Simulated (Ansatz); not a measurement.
**Ba2Cu(PO4)2: the g tensor from first principles**

Aim: the g tensor that the resonance of Ba2Cu(PO4)2 should show, with the hyperfine coupling at the magnetic ion. Measured values stand at the end.

Main program and level: Ansatz 0.2.0; DFT, PBEsol+U, plane-wave PAW, PAW set soft_2, collinear spin, scalar-relativistic.

### 1. The system as given

Symmetry: C2/m, No. 12, monoclinic system. The conventional cell has a = 12.235 Å, b = 5.143 Å, c = 6.916 Å, α = 90.00°, β = 105.70°, γ = 90.00°. Ba has 9 O at 2.64 to 3.01 Å nearest. Cu has 4 O at 1.94 Å nearest. Nearest to P lie 4 O at 1.51 to 1.56 Å. Nearest to O lie 1 P at 1.54 Å and 3 Ba at 2.78 to 3.01 Å. O has 1 P at 1.51 Å and 2 Ba at 2.64 to 2.74 Å nearest. Nearest to O lie 1 P at 1.56 Å and 1 Cu at 1.94 Å and 2 Ba at 2.88 to 2.93 Å. Farther neighbours, and contacts between anions beyond the nearest, are not listed.

The structure is a relaxed one from the Materials Project, so its cell can be off by a few per cent.

The primitive cell that is run holds one Cu ion, whose images are parallel to it.

### 2. Ground state and spin-orbit pass

One collinear run gives the spin density, also at the nuclei; a second pass then couples the two spin channels by spin-orbit coupling for several directions of the moment, which gives orbital moments and direction energies. U = 5 eV on Cu is meant to offset the tendency of semilocal functionals to spread the spin.

File input.yaml:

```yaml
crystal:
  lattice:
    - [6.1174097331, -2.57168958, 0.0]
    - [6.1174097331, 2.57168958, 0.0]
    - [-1.8716624189, 0.0, 6.6578749769]
  atoms:
    - { symbol: Ba, position: [0.17358797, 0.17358797, 0.21515299] }
    - { symbol: Ba, position: [0.82641203, 0.82641203, 0.78484701] }
    - { symbol: Cu, position: [0.5, 0.5, 0.5], spin: 1.0 }
    - { symbol: P, position: [0.13273214, 0.13273214, 0.701389] }
    - { symbol: P, position: [0.86726786, 0.86726786, 0.298611] }
    - { symbol: O, position: [0.2542845, 0.2542845, 0.84053763] }
    - { symbol: O, position: [0.95314137, 0.95314137, 0.1770632] }
    - { symbol: O, position: [0.04685863, 0.04685863, 0.8229368] }
    - { symbol: O, position: [0.7457155, 0.7457155, 0.15946237] }
    - { symbol: O, position: [0.36483697, 0.8775571, 0.56313542] }
    - { symbol: O, position: [0.1224429, 0.63516303, 0.43686458] }
    - { symbol: O, position: [0.63516303, 0.1224429, 0.43686458] }
    - { symbol: O, position: [0.8775571, 0.36483697, 0.56313542] }
magnetization:
  spin_polarized: true
kpoints:
  mp_grid: { grid: [3, 3, 3] }
scf:
  lower_state_search: "off"
  occupations: { method: fermi_dirac, width: 0.01 }
hamiltonian:
  xc: pbesol
  hubbard: [{ species: Cu, l: d, u_eff: 5 }]
output:
  efg:
    contact_densities: true
    quadrupole_moments_barn: { Ba: 0.236, Cu: -0.22, O: -0.02558 }
  forces: true
  eigenstates:
    nscf_kmesh: { grid: [3, 3, 3] }
    top_band: c81
    magnetocrystalline_anisotropy:
      directions: [[1, 0, 0], [0, 1, 0], [0, 0, 1], [1, 1, 0], [1, 0, 1], [0, 1, 1]]
# [... lines on directions and stored grids left out ...]
```

On the command line:

```sh
$ ansatz run input.yaml --threads 4 --pin off --max-ram 9216MiB --backend cpu --events-out ev --progress --plain --runs-dir out
```

The program printed:

```text
[...]
Ba: output.efg is read without spin–orbit coupling, which moves field gradients at and beside such atoms by some per cent and up to a factor of two; PAW files take it under magnetization.noncollinear and magnetization.spin_orbit
Engine: ansatz 0.2.0, aarch64-unknown-linux-gnu
Pseudopotentials: kind: paw
Pseudopotential: Ba, paw, valence charge 10, recommended cutoff 420 eV (normal), Ba.paw.azcp
Pseudopotential: Cu, paw, valence charge 19, recommended cutoff 420 eV (normal), Cu.paw.azcp
Pseudopotential: P, paw, valence charge 5, recommended cutoff 420 eV (normal), P.paw.azcp
Pseudopotential: O, paw, valence charge 6, recommended cutoff 420 eV (normal), O.paw.azcp
Functional definition: PBEsol
  exchange = pbesol_x
  correlation = pbesol_c
Crystal: 13 atoms, lattice volume = 209.484 Å³
Basis set: ecut = 420 eV, 4103 PW (Γ), exchange–correlation on 90×90×96 points (8 copies of the dense FFT grid, shifted against one another)
Bands: 62, of which v1, the nominal top of the filled ones, is band 49 counted from 1 (48 counted from 0)
Symmetry: 4 space group operations
Space group: C2/m (ITA 12), of the structure as read, at distance tolerance 5.9e-5 Å
Magnetic group: BNS 12.58 (UNI 65), of the structure as read, at distance tolerance 5.9e-5 Å
k-points: 10 of 27
Non-local potential: Ba, projectors of the file, l = 0: 3, l = 1: 2, l = 2: 2, l = 3: 2
Non-local potential: Cu, projectors of the file, l = 0: 3, l = 1: 2, l = 2: 3, l = 3: 1
Non-local potential: P, projectors of the file, l = 0: 2, l = 1: 2, l = 2: 2
Non-local potential: O, projectors of the file, l = 0: 2, l = 1: 2, l = 2: 1
PAW form: soft (Blöchl's): semilocal exchange-correlation on the pseudo side does not see the compensation charge
PAW frozen core: Ba, regenerated for the run's functional, and the local potential with it (the file was generated under x = pbe(κ = 0.804, μ = 0.219515), c = pbe(β = 0.066725))
PAW frozen core: Cu, regenerated for the run's functional, and the local potential with it (the file was generated under x = pbe(κ = 0.804, μ = 0.219515), c = pbe(β = 0.066725))
PAW frozen core: P, regenerated for the run's functional, and the local potential with it (the file was generated under x = pbe(κ = 0.804, μ = 0.219515), c = pbe(β = 0.066725))
PAW frozen core: O, regenerated for the run's functional, and the local potential with it (the file was generated under x = pbe(κ = 0.804, μ = 0.219515), c = pbe(β = 0.066725))
PAW one-centre angular grid: Ba, 194 points (default); XC on 64 Gauss nodes
PAW one-centre angular grid: Cu, 590 points (default); XC on 64 Gauss nodes
PAW one-centre angular grid: P, 110 points (default); XC on 64 Gauss nodes
PAW one-centre angular grid: O, 110 points (default); XC on 64 Gauss nodes
Initial density: superposition of atomic densities (chi_scale 0.1, normalization cell, long waves kept (reshape's long-wave potential 0.05 eV rms))
Starting moments: Σ|m| = 1 μB on 1 of 13 sites
Initial wavefunctions: pseudopotential atomic-orbital guess
Functional: x = pbesol(κ = 0.804, μ = 0.123457), c = pbesol(β = 0.046)
SCF iter   1: F=—  HF=-24295.750191 eV  |F-HF|=—  |Δ(HF+E_count)|=         —  Δρ=4.93e-2 (↑3.05e-2 ↓4.93e-2)  dr2=1.34e1  dr2_m=1.16e0  M=0.535 μB ∫|m|=0.572 μB  β_m=0.30  ethr=3.10e-3  ⟨swp⟩=11.9  Hψ=7637  notcnv=0  defer=39
preconditioner: auto → Kerker (q_TF=auto, 2.400 Å⁻¹)  [metal: Δε(μ)=0.022 eV  Ē_g=13.191 eV  σ=0.010 eV  W_gap=0.45  n_scr=40 (ndim 8)  ℏωp=23.7 eV  f_vac=0.062  D(μ)=7.34/eV (n_scr^D=58)]
spin=Collinear: Kerker preconditioning applied to the charge; magnetization (m = ρ↑ − ρ↓) channel mixes plain (no charge-response kernel on spin).
SCF iter   2: F=—  HF=-24294.273540 eV  |F-HF|=—  |Δ(HF+E_count)|=    1.48e0  Δρ=2.54e-2 (↑2.39e-2 ↓2.54e-2)  dr2=7.87e0  dr2_m=1.62e-1  M=0.999 μB ∫|m|=1.046 μB  β_m=0.30  ethr=3.10e-3  ⟨swp⟩=3.6  Hψ=2213  notcnv=0  defer=133
preconditioner: auto → Resta (q_TF=auto, 2.400 Å⁻¹)  ε∞=4.2  [insulator: Δε(μ)=0.112 eV  Ē_g=13.255 eV  σ=0.010 eV  W_gap=0.99  n_scr=40 (ndim 8)  ℏωp=23.7 eV  f_vac=0.068  D(μ)=0.10/eV (n_scr^D=0)  ε∞_Penn≈4.2]
spin=Collinear: Resta preconditioning applied to the charge; magnetization (m = ρ↑ − ρ↓) channel mixes plain (no charge-response kernel on spin).
SCF iter   3: F=—  HF=-24292.696019 eV  |F-HF|=—  |Δ(HF+E_count)|=    1.58e0  Δρ=1.65e-2 (↑1.18e-2 ↓1.65e-2)  dr2=2.56e0  dr2_m=1.01e-1  M=1.000 μB ∫|m|=1.049 μB  β_m=0.30  ethr=3.10e-3  ⟨swp⟩=5.0  Hψ=2538  notcnv=0  defer=134
SCF iter   4: F=—  HF=-24292.008101 eV  |F-HF|=—  |Δ(HF+E_count)|=   6.88e-1  Δρ=7.25e-3 (↑7.25e-3 ↓7.02e-3)  dr2=4.47e-1  dr2_m=3.33e-2  M=1.000 μB ∫|m|=1.064 μB  β_m=0.30  ethr=2.64e-3  ⟨swp⟩=5.6  Hψ=2474  notcnv=0  defer=137
SCF iter   5: F=—  HF=-24292.028426 eV  |F-HF|=—  |Δ(HF+E_count)|=   2.03e-2  Δρ=5.72e-3 (↑5.37e-3 ↓5.72e-3)  dr2=1.84e-1  dr2_m=2.11e-2  M=1.000 μB ∫|m|=1.071 μB  β_m=1.00  ethr=4.61e-4  ⟨swp⟩=5.8  Hψ=2642  notcnv=0  defer=138
SCF iter   6: F=—  HF=-24292.072610 eV  |F-HF|=—  |Δ(HF+E_count)|=   4.42e-2  Δρ=2.31e-3 (↑1.53e-3 ↓2.31e-3)  dr2=2.92e-2  dr2_m=1.22e-3  M=1.000 μB ∫|m|=1.087 μB  β_m=0.30  ethr=1.90e-4  ⟨swp⟩=5.0  Hψ=2108  notcnv=0  defer=138
[...]
SCF iter  10: F=—  HF=-24292.151514 eV  |F-HF|=—  |Δ(HF+E_count)|=   7.64e-3  Δρ=1.25e-3 (↑2.80e-4 ↓1.25e-3)  dr2=3.84e-3  dr2_m=4.72e-4  M=1.000 μB ∫|m|=1.092 μB  β_m=1.00  ethr=7.04e-7  ⟨swp⟩=3.2  Hψ=2261  notcnv=0  defer=138
[...]
SCF iter  12: F=—  HF=-24292.158357 eV  |F-HF|=—  |Δ(HF+E_count)|=   2.52e-3  Δρ=1.26e-4 (↑9.66e-5 ↓1.26e-4)  dr2=1.21e-4  dr2_m=2.46e-6  M=1.000 μB ∫|m|=1.091 μB  β_m=0.30  ethr=7.04e-7  ⟨swp⟩=4.0  Hψ=2203  notcnv=0  defer=138
Mixer restart at iter 12: flushing history
spin-set hold released at iteration 12 (site moments contracting): the magnetisation degrees of freedom join the quasi-Newton model from the next iteration; the mixer history was flushed
SCF iter  13: F=—  HF=-24292.160158 eV  |F-HF|=—  |Δ(HF+E_count)|=   1.80e-3  Δρ=4.06e-4 (↑7.51e-5 ↓4.06e-4)  dr2=4.19e-4  dr2_m=8.06e-5  M=1.000 μB ∫|m|=1.091 μB  β_m=0.65  ethr=1.25e-7  ⟨swp⟩=2.0  Hψ=2192  notcnv=0  defer=138
SCF iter  14: F=—  HF=-24292.162593 eV  |F-HF|=—  |Δ(HF+E_count)|=   2.43e-3  Δρ=3.05e-4 (↑3.05e-4 ↓2.03e-4)  dr2=1.16e-4  dr2_m=8.22e-5  M=1.000 μB ∫|m|=1.090 μB  β_m=0.82  ethr=1.25e-7  ⟨swp⟩=3.7  Hψ=2726  notcnv=0  defer=138
SCF iter  15: F=—  HF=-24292.163125 eV  |F-HF|=—  |Δ(HF+E_count)|=   5.33e-4  Δρ=6.36e-4 (↑2.20e-4 ↓6.36e-4)  dr2=1.06e-3  dr2_m=9.16e-5  M=1.000 μB ∫|m|=1.090 μB  β_m=0.70  ethr=1.20e-7  ⟨swp⟩=2.6  Hψ=2346  notcnv=0  defer=138
SCF iter  16: F=—  HF=-24292.162842 eV  |F-HF|=—  |Δ(HF+E_count)|=   2.84e-4  Δρ=5.54e-5 (↑3.89e-5 ↓5.54e-5)  dr2=9.78e-6  dr2_m=2.60e-7  M=1.000 μB ∫|m|=1.089 μB  β_m=0.73  ethr=1.20e-7  ⟨swp⟩=3.2  Hψ=2454  notcnv=0  defer=138
SCF iter  17: F=—  HF=-24292.162843 eV  |F-HF|=—  |Δ(HF+E_count)|=   1.57e-6  Δρ=3.11e-5 (↑2.05e-5 ↓3.11e-5)  dr2=3.41e-6  dr2_m=1.93e-7  M=1.000 μB ∫|m|=1.089 μB  β_m=0.86  ethr=1.01e-8  ⟨swp⟩=2.0  Hψ=2072  notcnv=0  defer=138
SCF iter  18: F=—  HF=-24292.162844 eV  |F-HF|=—  |Δ(HF+E_count)|=   4.37e-7  Δρ=9.58e-6 (↑8.40e-6 ↓9.58e-6)  dr2=5.04e-7  dr2_m=2.66e-9  M=1.000 μB ∫|m|=1.089 μB  β_m=0.85  ethr=3.52e-9  ⟨swp⟩=2.0  Hψ=1927  notcnv=0  defer=138
SCF iter  19: F=—  HF=-24292.162844 eV  |F-HF|=—  |Δ(HF+E_count)|=   1.12e-8  Δρ=5.13e-6 (↑3.72e-6 ↓5.13e-6)  dr2=1.18e-7  dr2_m=4.42e-9  M=1.000 μB ∫|m|=1.089 μB  β_m=0.79  ethr=5.20e-10  ⟨swp⟩=2.1  Hψ=2106  notcnv=0  defer=138
SCF iter  20: F=-24292.162844 eV  HF=-24292.162844 eV  |F-HF|=9.85e-9  |Δ(HF+E_count)|=   4.93e-9  Δρ=2.25e-6 (↑1.33e-6 ↓2.25e-6)  dr2=2.25e-8  dr2_m=9.70e-10  M=1.000 μB ∫|m|=1.089 μB  ethr=1.03e-10  ⟨swp⟩=31.2  Hψ=13708  notcnv=0
SCF 1 converged in 20 iterations: F = -24292.162844 eV  dr2 = 2.25e-8
  greatest PAW one-centre occupation: 1.000 electrons in one spin orbital (limit 2), on the Cu atom at site 2 (counted from 0), in its partial waves of l = 0
NSCF: frozen V_eff on 10 k-points
Magnetocrystalline anisotropy: 0 of 10 k-points coupled
Magnetocrystalline anisotropy: 10 of 10 k-points coupled
SCF converged after 20 iterations
Magnetization: 1.0000 μB (49.0000 up, 48.0000 down)
Absolute magnetization: 1.0752 μB (∫|ρ↑−ρ↓|, with the PAW one-centre terms)
Spin contamination: 0.0009 ħ² per cell (⟨S²⟩ above its minimum at these occupations)
Per-site moments (μB) at R_I (Å): [(0.000229452, 1.088196), (0.000229452, 1.088196), (0.649872, 0.801734), (0.00149174, 0.624026), (0.00149174, 0.624026), (0.015629, 0.634117), (0.000819256, 0.624026), (0.000819256, 0.624026), (0.015629, 0.634117), (0.060027, 0.643216), (0.060027, 0.643216), (0.060027, 0.643216), (0.060027, 0.643216)]
Free energy (F): -24292.162844 eV
Harris-Foulkes:  -24292.162844 eV  (|F-HF|=9.85e-9)
Internal energy: -24292.162844 eV  (E = F + TS)
E sigma→0 (E₀):  -24292.162844 eV
Fermi energy:    5.924593 eV
[...]
--- Forces (eV/Å), atoms counted from 1 ---
  atom   1  Ba    -0.01259349     0.00000000    -0.02206196
  atom   2  Ba     0.01259349     0.00000000     0.02206196
  atom   3  Cu     0.00000000     0.00000000     0.00000000
  atom   4  P     -0.08995859     0.00000000    -0.04689310
  atom   5  P      0.08995859     0.00000000     0.04689310
  atom   6  O      0.47112822     0.00000000     0.30686156
  atom   7  O      0.64778619     0.00000000    -0.46387450
  atom   8  O     -0.64778619     0.00000000     0.46387450
  atom   9  O     -0.47112822     0.00000000    -0.30686156
  atom  10  O      0.19735547    -0.40757413    -0.30646746
  atom  11  O     -0.19735547    -0.40757413     0.30646746
  atom  12  O     -0.19735547     0.40757413     0.30646746
  atom  13  O      0.19735547     0.40757413    -0.30646746
  max |Σ_I F_I| component: 1.94e-16 eV/Å
--- PAW observables at the nuclei: V_zz in 10²¹ V/m², potentials from the cell's mean, atoms counted from 1 ---
[...]
atom   2  Ba V_zz =    -5.333239   η = 0.3281   by run symmetry: allowed   C_q = -30.4339 MHz
            electrostatic potential = -9621.688855 V   contact ρ = 2062629.775472 e/Å³   contact ρ_s (e/Å³): all electrons -0.030556, valence -0.030261
  atom   3  Cu V_zz =    -7.884553   η = 0.0487   by run symmetry: allowed   C_q = +41.9425 MHz
            electrostatic potential = -3752.237571 V   contact ρ = 147243.020522 e/Å³   contact ρ_s (e/Å³): all electrons -1.601761, valence +0.596807
[...]
atom  10  O  V_zz =    +8.577866   η = 0.5801   by run symmetry: allowed   C_q = -5.3056 MHz
            electrostatic potential = -621.332800 V   contact ρ = 2142.654255 e/Å³   contact ρ_s (e/Å³): all electrons +0.526955, valence +0.636931
  atom  11  O  V_zz =    +8.577866   η = 0.5801   by run symmetry: allowed   C_q = -5.3056 MHz
            electrostatic potential = -621.332800 V   contact ρ = 2142.654255 e/Å³   contact ρ_s (e/Å³): all electrons +0.526955, valence +0.636931
  atom  12  O  V_zz =    +8.577866   η = 0.5801   by run symmetry: allowed   C_q = -5.3056 MHz
            electrostatic potential = -621.332800 V   contact ρ = 2142.654255 e/Å³   contact ρ_s (e/Å³): all electrons +0.526955, valence +0.636931
  atom  13  O  V_zz =    +8.577866   η = 0.5801   by run symmetry: allowed   C_q = -5.3056 MHz
            electrostatic potential = -621.332800 V   contact ρ = 2142.654255 e/Å³   contact ρ_s (e/Å³): all electrons +0.526955, valence +0.636931
--- Band table (eV; the first three rows and the last of 20) ---
[...]
Occupation matrices written to <dir>
```

The job ended after 73 s (4 threads of Arm Neoverse V1, shared host; peak memory 1.1 GiB; 4.7 min of CPU time).

The cell carries 1.00 μB, S = 1/2 on each ion. Cu (atom 3) has 4 O at 1.94 Å round it and 0.65 μB in its sphere.

From the anisotropy table, summed over the spheres:

| direction | energy (meV) | orbital moment (μB) | on atom 3 (μB) |
| --- | --- | --- | --- |
| [1 0 0] | 0.0000 | 0.0467 | 0.0488 |
| [0 1 0] | -0.0625 | 0.0335 | 0.0365 |
| [0 0 1] | 0.3235 | 0.1078 | 0.1151 |
| [1 1 0] | -0.0312 | 0.0401 | 0.0427 |
| [1 0 1] | 0.0078 | 0.0495 | 0.0515 |
| [0 1 1] | 0.1303 | 0.0706 | 0.0758 |

With g(n) = 2.0023 + L(n)/S, L and S summed over the cell's ions (S = 1/2), fitted to a symmetric tensor and averaged over the point group, the principal values are:

| g | axis x | axis y | axis z |
| --- | --- | --- | --- |
| 2.0693 | 0.00 | 1.00 | 0.00 |
| 2.0744 | 0.93 | 0.00 | 0.36 |
| 2.2392 | -0.36 | 0.00 | 0.93 |

For S = 1/2 there is no zero-field splitting, so the direction energies aren't used.

Contact couplings, A_iso = (4μ₀/3h) μB g_N μN ρ_s(0)/2S, with the ion's S:

| atom | nucleus | atoms with this value | A_iso (MHz) |
| --- | --- | --- | --- |
| 3 | ⁶³Cu | 1 | -281.2 |
| 10 | ¹⁷O | 4 | -47.3 |
| 4 | ³¹P | 2 | 6.9 |
| 1 | ¹³⁷Ba | 2 | -2.3 |
| 6 | ¹⁷O | 2 | -1.9 |
| 7 | ¹⁷O | 2 | 0.7 |

The ion's own value rests on core polarisation and comes out too small in this program at this level.

### 3. Levels and settings side by side

No level is known beforehand to be right for these quantities, so the functional, U, numerical settings and the positions are varied. All functionals run on PAW datasets made for PBE.

Times are on 4 threads of Arm Neoverse V1, shared host.

| run | mesh | time | moment (μB) | g₁ | g₂ | g₃ | A_iso ⁶³Cu (MHz) | A_iso ¹⁷O (MHz) |
| --- | --- | --- | --- | --- | --- | --- | --- | --- |
| PBEsol+U Cu 5 eV | 3×3×3 | 73 s | 1.00 | 2.0693 | 2.0744 | 2.2392 | -281.2 | -47.3 |
| PBEsol | 3×3×3 | 70 s | 1.00 | 2.0598 | 2.0651 | 2.2128 | -299.0 | -48.4 |
| LDA | 3×3×3 | 33 s | 1.00 | 2.0612 | 2.0672 | 2.2262 | -252.5 | -47.9 |
| PBEsol+U Cu 3 eV | 3×3×3 | 71 s | 1.00 | 2.0647 | 2.0699 | 2.2269 | -287.0 | -47.9 |
| PBEsol+U Cu 7.5 eV | 3×3×3 | 75 s | 1.00 | 2.0778 | 2.0827 | 2.2610 | -275.6 | -45.8 |
| r2SCAN | 3×3×3 | 53 s | 1.00 | - | - | - | -338.8 | -53.6 |
| PBEsol+U Cu 5 eV, relaxed positions | 3×3×3 | 73 s | 1.00 | 2.0693 | 2.0745 | 2.2387 | -281.3 | -45.7 |
| PBEsol+U Cu 5 eV, coarser mesh | 2×2×2 | 61 s | 1.00 | 2.0695 | 2.0747 | 2.2404 | -281.2 | -46.5 |
| PBEsol+U Cu 5 eV, finer mesh | 5×5×3 | 1.7 min | 1.00 | 2.0694 | 2.0744 | 2.2393 | -281.2 | -47.4 |
| PBEsol+U Cu 5 eV, 50 % more empty bands | 3×3×3 | 78 s | 1.00 | 2.0690 | 2.0740 | 2.2381 | -281.2 | -47.3 |
| PBEsol+U Cu 5 eV, cutoff 750 eV | 3×3×3 | 99 s | 1.00 | 2.0693 | 2.0744 | 2.2392 | -280.4 | -47.3 |
| PBEsol+U Cu 5 eV, cutoff 350 eV | 3×3×3 | 67 s | 1.00 | 2.0690 | 2.0741 | 2.2383 | -280.6 | -47.2 |
| PBEsol+U Cu 5 eV, smearing 0.05 eV | 3×3×3 | 74 s | 1.00 | 2.0693 | 2.0744 | 2.2392 | -281.2 | -47.3 |
| LDA+U Cu 5 eV | 3×3×3 | 33 s | 1.00 | 2.0697 | 2.0755 | 2.2519 | -238.7 | -47.3 |
| HSE06 | 2×2×2 | 64 s | 1.00 | - | - | - | -430.3 | -51.8 |

### 4. A run with a fault

One setting is now spoilt on purpose, to see whether the program objects and how far the results move.

input.yaml: that of step 2 with these lines changed.

```diff
@@ -29,2 +29,3 @@
   hubbard: [{ species: Cu, l: d, u_eff: 5 }]
+  pseudopotentials: { kind: nc }
 output:
@@ -39,2 +40 @@
       directions: [[1, 0, 0], [0, 1, 0], [0, 0, 1], [1, 1, 0], [1, 0, 1], [0, 1, 1]]
-# [... lines on directions and stored grids left out ...]
```

The program printed:

```text
Error: 2 input errors — fix all and re-run
```

Elapsed: 0.02 s, on 4 threads; peak memory 0.032 GiB; 0.02 s of CPU time.

The program refused the input. The fault: these files carry no all-electron waves for contact densities or the pass. The fix: use PAW datasets.

### 5. Against experiment

| quantity | measured | calculated | run | agreement |
| --- | --- | --- | --- | --- |
| mean of the principal g values | 2.15 [1] | 2.128 (2.128 relaxed) | PBEsol+U Cu 5 eV | 85 % of the shift from 2.0023 |

[1] EPR powder spectra; “Study of one-dimensional nature of (Sr,Ba)2Cu(PO4)2 and BaCuP2O7 via 31P NMR” (2004; arxiv:cond-mat/0408530). In a concentrated magnet the measured line also shifts with demagnetisation and short-range order, most at low temperature and high field.

### 6. Outcome

```
spin                : S = 1/2 on Cu (as for Cu²⁺ d⁹), 4 O at 1.94 Å
g                   : 2.0693, 2.0744, 2.2392
A_iso on Cu, atom 3 : -281.2 MHz (⁶³Cu), unsettled: -430.3 to -238.7 over the runs
A_iso on O, atom 10 : -47.3 MHz (¹⁷O)
A_iso on P, atom 4  : 6.9 MHz (³¹P), unsettled: 3.9 to 7.8 over the runs
A_iso on Ba, atom 1 : -2.3 MHz (¹³⁷Ba), unsettled: -3.6 to -2.0 over the runs
```

What this shows: As a paramagnet of local spins, Ba2Cu(PO4)2 has S = 1/2 on each ion and g = 2.0693, 2.0744, 2.2392 (PBEsol+U Cu 5 eV); the run puts the contact coupling on Cu at -281 MHz. Against experiment the mean of the principal g values is off by -0.022. The shift is positive: in a shell more than half full the orbital moment adds to the spin. One large and two small shifts mark a hole in the d(x²−y²) orbital of a flat or pyramidal site. The mean g shift is +0.110 at U = 0 eV, +0.118 at U = 3 eV, +0.125 at U = 5 eV and +0.138 at U = 7.5 eV. The changes tried in mesh, the number of bands, cutoff and smearing move g by 0.0012 at most. Over the first program's levels the principal g values move by up to 0.0482. The hybrid run has a coarser mesh, so its couplings may mix the effects of exchange and sampling. Relaxing moves the coupling on P (atom 4) from 6.9 to 4.3 MHz, so it isn't settled. Relaxing the positions moves the mean g by -0.0001. Forces of up to 0.8 eV/Å remain on the given positions, so the site's shape, and with it g and the couplings, may be off. Orbital moments are counted in the atomic spheres alone, and such calculations usually give late ions like this one too small a g shift. The contact coupling of a d ion comes from core polarisation, which the Ansatz runs underestimate, at times by more than half, by the functional and perhaps by the program's treatment of the core; the orbital part of the hyperfine coupling isn't included. Contact couplings are scalar-relativistic, without spin-orbit terms, which matters on the heavy nuclei. The parallel pattern is a device, not a claim about the crystal's order. In it the couplings also hold the fields sent by neighbouring ions, which cancel in part in other patterns, so they aren't those of a dilute ion.

Not shown: 1 run that was refused, 1 run that did not converge and 1 run that ended in an error.

[Long decimals in the printed logs are rounded to 6 places.]

[Where a GPAW ground-state log is shown, its clock times and its lines on the Fermi level, the gap and the full list of levels were taken out.]

[Logs are printed without paths, hosts, clocks, repeated set-up lines and the standing remarks that a program may print on its own settings, such as how far it seeks lower states.]

[Hosts, paths, dates, database ids (printed as entryN), source tags and the programs' standing remarks are cut or masked in the printed files.]

[A later check with an all-electron program, on Mn²⁺ in one crystal, gave about the same coupling, so for Mn the shortfall against experiment is probably not the program's treatment of the core; other ions were not checked so.]
